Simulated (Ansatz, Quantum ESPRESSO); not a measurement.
## ErSi2 (P6/mmm): zone-centre phonons

Wanted: the vibrations of ErSi2 (P6/mmm) at Γ, by two programs.

Calculated with Quantum ESPRESSO 7.5; DFT PBEsol, scalar-relativistic, plane waves, PseudoDojo norm-conserving, 4f in core pseudopotentials.

This is a report of a sequence of runs, with most program output left out.

## Step 1: Set-up

The structure is hexagonal, space group P6/mmm (No. 191). Conventional cell: a = 4.070 Å, b = 4.070 Å, c = 3.862 Å, α = 90.00°, β = 90.00°, γ = 120.00°. Nearest to Er lie 12 Si at 3.04 Å. Nearest to Si lie 3 Si at 2.35 Å and 6 Er at 3.04 Å. Farther neighbours are not listed.

## Step 2: A first look

A cheap run with smearing and empty bands tells whether the crystal has a gap, which decides between fixed occupations and smearing later on.

Input file probe.in:

```
&control
   calculation = 'scf'
   prefix = 'x'
   outdir = './tmp'
   pseudo_dir = './pseudo'
   tprnfor = .true.
   tstress = .true.
   verbosity = 'high'
/
&system
   ibrav = 4
   celldm(1) = 7.69131876
   celldm(3) = 0.94876162
   nat = 3
   ntyp = 2
   ecutwfc = 44.0
   input_dft = 'pbesol'
   occupations = 'smearing'
   smearing = 'gaussian'
   degauss = 0.01
/
&electrons
   conv_thr = 1.0d-07
   mixing_beta = 0.7
   electron_maxstep = 100
/
ATOMIC_SPECIES
 Er    167.2590  Er.upf
 Si     28.0850  Si.upf
ATOMIC_POSITIONS crystal
 Er     0.000000000   0.000000000   0.000000000
 Si     0.666666670   0.333333330   0.500000000
 Si     0.333333330   0.666666670   0.500000000
K_POINTS automatic
 6 6 6 0 0 0
```

On the command line:

```bash
$ OMP_NUM_THREADS=1 mpirun -n 4 pw.x -nk 4 -in probe.in > probe.out
```

Run time: 3.7 s. Hardware: 4 MPI ranks of Arm Neoverse V2, shared host.

This step gave:

| Property | Result |
| --- | --- |
| volume per atom | 18.47 Å³ |
| pressure | -2.991 GPa |
| gap on the k-mesh | 0 eV |

No gap opens on this mesh, so smearing is kept; the start stands at -3.0 GPa.

## Step 3: Relaxing the cell and atoms

Frequencies change by per cents with a per cent of volume, so the structure is first brought to rest at this level of theory.

Input file relax.in:

```
&control
   calculation = 'vc-relax'
   prefix = 'x'
   outdir = './tmp'
   pseudo_dir = './pseudo'
   tprnfor = .true.
   tstress = .true.
   forc_conv_thr = 2.0d-05
   etot_conv_thr = 1.0d-07
   nstep = 40
/
&system
   ibrav = 4
   celldm(1) = 7.69131876
   celldm(3) = 0.94876162
   nat = 3
   ntyp = 2
   ecutwfc = 44.0
   input_dft = 'pbesol'
   occupations = 'smearing'
   smearing = 'mv'
   degauss = 0.02
/
&electrons
   conv_thr = 1.0d-11
   mixing_beta = 0.7
   electron_maxstep = 100
/
&ions
/
&cell
   press_conv_thr = 0.1
/
ATOMIC_SPECIES
 Er    167.2590  Er.upf
 Si     28.0850  Si.upf
ATOMIC_POSITIONS crystal
 Er     0.000000000   0.000000000   0.000000000
 Si     0.666666670   0.333333330   0.500000000
 Si     0.333333330   0.666666670   0.500000000
K_POINTS automatic
 9 9 8 0 0 0
```

On the command line:

```bash
$ OMP_NUM_THREADS=1 mpirun -n 4 pw.x -nk 4 -in relax.in > relax.out
```

Run time: 48 s. Hardware: 4 MPI ranks; 3.2 min of CPU time.

Relaxation path:

```
step  energy less that of the first step (eV)  largest force (eV/Å)  pressure (GPa)  volume (Å³)
   1                                   0.0000                0.0000           -2.55        55.40
   2                                  -0.0095                0.0000           -1.37        54.68
   3                                  -0.0144                0.0000            0.16        53.80
   4                                  -0.0148                0.0000            0.19        53.77
   5                                  -0.0153                0.0000            0.13        53.79
   6                                  -0.0156                0.0000            0.00        53.83
   7                                  -0.0156                0.0000            0.00        53.83
   8                                  -0.0101                0.0000           -0.12        53.83
```

```
conventional cell, symmetrised  before  after  change
                         a (Å)   4.070  4.055  -0.4 %
                         b (Å)   4.070  4.055  -0.4 %
                         c (Å)   3.862  3.781  -2.1 %
              volume (Å³/atom)   18.47  17.94  -2.8 %
```

The relaxed structure:

```xyz
3
Lattice="4.0545 0.0000 0.0000 -2.0273 3.5113 0.0000 0.0000 0.0000 3.7812" Properties=species:S:1:pos:R:3 pbc="T T T"
Er    0.0000    0.0000    0.0000
Si    2.0273    1.1704    1.8906
Si    0.0000    2.3409    1.8906
```

The last row of the table of steps is pw.x's closing run on a basis chosen anew for the final cell, so its energy can jump.

Numbers from this step:

- volume per atom: 17.94 Å³
- pressure: -0.1207 GPa

The volume changes by -2.8 % from the cell with which this run began.

## Step 4: Ground state

The response is built on this ground state, so it is converged far tighter than an energy would need. Smearing stays on, as the first look found no gap above 0.3 eV.

Input file scf.in:

```
&control
   calculation = 'scf'
   prefix = 'x'
   outdir = './tmp'
   pseudo_dir = './pseudo'
   tprnfor = .true.
   tstress = .true.
/
&system
   ibrav = 4
   celldm(1) = 7.66195911
   celldm(3) = 0.9325753
   nat = 3
   ntyp = 2
   ecutwfc = 44.0
   input_dft = 'pbesol'
   occupations = 'smearing'
   smearing = 'mv'
   degauss = 0.02
/
&electrons
   conv_thr = 1.0d-12
   mixing_beta = 0.7
   electron_maxstep = 100
/
ATOMIC_SPECIES
 Er    167.2590  Er.upf
 Si     28.0850  Si.upf
ATOMIC_POSITIONS crystal
 Er     0.000000000   0.000000000   0.000000000
 Si     0.666666667   0.333333333   0.500000000
 Si     0.333333333   0.666666667   0.500000000
K_POINTS automatic
 10 10 8 0 0 0
```

On the command line:

```bash
$ OMP_NUM_THREADS=1 mpirun -n 4 pw.x -nk 4 -in scf.in > scf.out
```

Run time: 10 s. Hardware: 4 MPI ranks.

Numbers from this step:

```yaml
pressure: -0.01500 GPa
```

The cell stands at -0.015 GPa, close enough for phonons.

## Step 5: Zone-centre response

At q = 0 one unit cell holds all displacements; symmetry groups them into irreducible representations that are solved one by one. With smeared occupations no response to a homogeneous field can be asked.

Input file ph.in:

```
phonons
&inputph
   prefix = 'x'
   outdir = './tmp'
   fildyn = 'g.dyn'
   tr2_ph = 1.0d-18
   alpha_mix(1) = 0.4
   nmix_ph = 8
/
0.000000000 0.000000000 0.000000000
```

On the command line:

```bash
$ OMP_NUM_THREADS=1 mpirun -n 4 ph.x -nk 4 -in ph.in > ph.out
```

Elapsed: 2.4 min, on 4 MPI ranks; 9.5 min of CPU time.

Read from the output:

* largest acoustic frequency at the zone centre before the sum rule: -4.28 cm⁻¹
* highest optical zone-centre mode (no LO-TO term): 418.4 cm⁻¹
* lowest optical zone-centre mode: 144.4 cm⁻¹

The acoustic modes at Γ come out as far as 4.3 cm⁻¹ from zero, where they should vanish, a small numerical error.

## Step 6: Modes with the sum rule

A rigid shift of the crystal must cost nothing, but grids and finite bases break this; the acoustic sum rule is imposed before the matrix is diagonalised again.

Input file dynmat.in:

```
&input
   fildyn = 'g.dyn'
   asr = 'simple'
   fileig = 'dynmat.eig'
/
```

On the command line:

```bash
$ dynmat.x -in dynmat.in > dynmat.out
```

Wall time 0.47 s (1 thread).

This step gave:

```
lowest optical zone-centre mode : 144.5 cm⁻¹
```

Unit eigenvectors of the mass-weighted matrix after the sum rule; no LO-TO term. Modes at Γ, with each element's share of the kinetic energy:

```
mode  frequency (cm⁻¹)  symmetry  Er %  Si %
   1               0.0  acoustic    75    25
   2               0.0  acoustic    75    25
   3               0.0  acoustic    75    25
   4             144.5       B1g     0   100
   5             164.9       E1u    25    75
   6             164.9       E1u    25    75
   7             244.2       A2u    25    75
   8             418.4       E2g     0   100
   9             418.4       E2g     0   100
```

Displacements in mode 4 (144.5 cm⁻¹), the largest set to 1:
```
Er1  0.00  0.00  0.00
Si2  0.00  0.00  1.00
Si3  0.00  0.00 -1.00
```

Displacements in mode 7 (244.2 cm⁻¹), the largest set to 1:
```
Er1  0.00  0.00 -0.34
Si2  0.00  0.00  1.00
Si3  0.00  0.00  1.00
```

The rule moves no optical mode by more than 0.1 cm⁻¹.

## Step 7: Sum rules set otherwise (asr no)

Without the rule the raw error of the acoustic modes shows.

Input file dynmat.in:

```
&input
   fildyn = 'g.dyn'
   asr = 'no'
   fileig = 'dynmat.eig'
/
```

On the command line:

```bash
$ dynmat.x -in dynmat.in > dynmat.out
```

Wall time 0.47 s (1 thread).

Read from the output:

```yaml
lowest_optical_zone_centre_mode: 144.4 cm⁻¹
```

Zone-centre frequencies as printed; negative means imaginary. Modes:

```
mode  frequency (cm⁻¹)
   1             -4.28
   2             -4.27
   3             -4.27
   4             144.4
   5             164.8
   6             164.8
   7             244.2
   8             418.4
   9             418.4
```

Against the first rule no mode moves by more than 4.3 cm⁻¹.

## Step 8: Sum rules set otherwise: a sum rule for molecules or wires on a crystal

This rule also removes rotations, which suits wires and not a crystal; it is tried to see the harm.

Input file dynmat.in:

```
&input
   fildyn = 'g.dyn'
   asr = 'one-dim'
   fileig = 'dynmat.eig'
/
```

On the command line:

```bash
$ dynmat.x -in dynmat.in > dynmat.out
```

Elapsed: 0.47 s, on 1 thread.

The run ended normally, but on settings that are not sound.

The fault: a sum rule for molecules or wires on a crystal; 1 optical mode is projected out to zero frequency, as if it were a rotation.

For a crystal the rule has to be 'simple' or 'crystal'.

Zone-centre frequencies as printed; negative means imaginary. Modes:

```
mode  frequency (cm⁻¹)
   1                 0
   2                 0
   3                 0
   4                 0
   5             144.4
   6             164.8
   7             244.2
   8               292
   9             418.4
```

## Step 9: A second program

A second program on the same cell, potentials, cutoff and meshes tests the implementation of the phonon response, not its convergence. Its k mesh is centred on Γ.

This step: DFT PBEsol, scalar-relativistic, plane waves, norm-conserving pseudopotentials, 4f in core (Ansatz 0.2.0).

Input file input.yaml:

```yaml
crystal:
  lattice:
    - [4.0545341514, 0.0, 0.0]
    - [-2.0272670747, 3.5113295762, 0.0]
    - [0.0, 0.0, 3.7811584056]
  atoms:
    - { symbol: Er, position: [0.0, 0.0, 0.0] }
    - { symbol: Si, position: [0.6666666667, 0.3333333333, 0.5] }
    - { symbol: Si, position: [0.3333333333, 0.6666666667, 0.5] }
kpoints:
  mp_grid: { grid: [10, 10, 8] }
hamiltonian:
  xc: pbesol
  pseudopotentials:
    kind: nc
    azcp: { Er: "pseudopotentials/pbe/nc/lanthanide_3plus/Er.nc.azcp" }
    accuracy: standard
scf:
  occupations: { method: cold, width: 0.27211 }
output:
  eigenvalues: true
basis:
  ecutwfc: 598.65
phonons:
  method: dfpt
```

On the command line:

```bash
$ ansatz run input.yaml --threads 4 --pin off --max-ram 8192MiB --backend cpu --events-out ev --progress --plain --runs-dir out
```

Run time: 18 s. Hardware: 4 threads; peak memory 0.84 GiB.

Numbers from this step:

```
sum-rule residual before enforcement : 6.46e-5 eV/Å²
```

## Step 10: Side by side: QE PseudoDojo and Ansatz, PseudoDojo

Numbers from this step:

| Quantity | Value |
| --- | --- |
| root-mean-square difference | 0.04 cm⁻¹ |
| largest difference | 0.09 cm⁻¹ |

Frequencies side by side, by row:

```
q (reciprocal lattice)  mode  QE PseudoDojo (cm⁻¹)  Ansatz, PseudoDojo (cm⁻¹)
                 0 0 0     1                     0                          0
                 0 0 0     2                     0                          0
                 0 0 0     3                     0                          0
                 0 0 0     4                 144.5                      144.4
                 0 0 0     5                 164.9                      164.9
                 0 0 0     6                 164.9                      164.9
                 0 0 0     7                 244.2                      244.2
                 0 0 0     8                 418.4                      418.4
                 0 0 0     9                 418.4                      418.4
```

At the zone centre the largest difference (acoustic modes at Γ apart) is 0.02 % of the highest mode.

## Step 11: Summary of results

| Quantity | Value |
| --- | --- |
| space group after relaxation | P6/mmm |
| volume per atom | 17.9 Å³ |
| highest optical zone-centre mode (no LO-TO term) | 418.4 cm⁻¹ |
| lowest optical zone-centre mode | 144.5 cm⁻¹ |
| imaginary optical modes at the zone centre (no q mesh in this session) | none |
| largest difference from Ansatz, PseudoDojo | 0.09 cm⁻¹ |

What this shows: At the PBEsol level the optical modes of ErSi2 (P6/mmm) at the zone centre run from 144 to 418 cm⁻¹. Of the 6 optical modes, 1 is silent, 3 are infrared active alone and 2 are Raman active alone; inversion symmetry keeps the two sets apart. QE PseudoDojo and Ansatz, PseudoDojo agree to 0.09 cm⁻¹ (0.02 % of the highest mode compared) on all solved modes but the acoustic ones at Γ, without the LO-TO term. These are harmonic frequencies at zero temperature: anharmonic shifts and linewidths and thermal expansion are left out. Spin-orbit coupling is left out, which can matter for the heavy elements here. In a metal the frequencies hang on the k mesh and the smearing, most of all near Kohn anomalies. The runs are without spin polarisation, although the cell has an odd electron count or an open d or f shell, so a magnetic state was not tested. The 4f electrons are frozen in the core as for a trivalent ion, in files made for PBE, so their moments and any magnetic order are left out. The relaxation ran at 44 Ry, under the 56 Ry recommended for these files; the stress of so short a basis can leave the cell about one per cent too small. Ansatz warns that the cutoff lies 21 % under the one recommended for these files; agreement at one cutoff is not convergence. The structure comes from a database and need not be the phase that is stable at ambient conditions.

[Host names and launcher messages were left out of these logs when they were recorded.]

[Logs are printed without paths, hosts, clocks, repeated set-up lines and the standing remarks that a program may print on its own settings, such as how far it seeks lower states.]

[Hosts, paths, dates, database ids (printed as entryN), source tags and the programs' standing remarks are cut or masked in the printed files.]
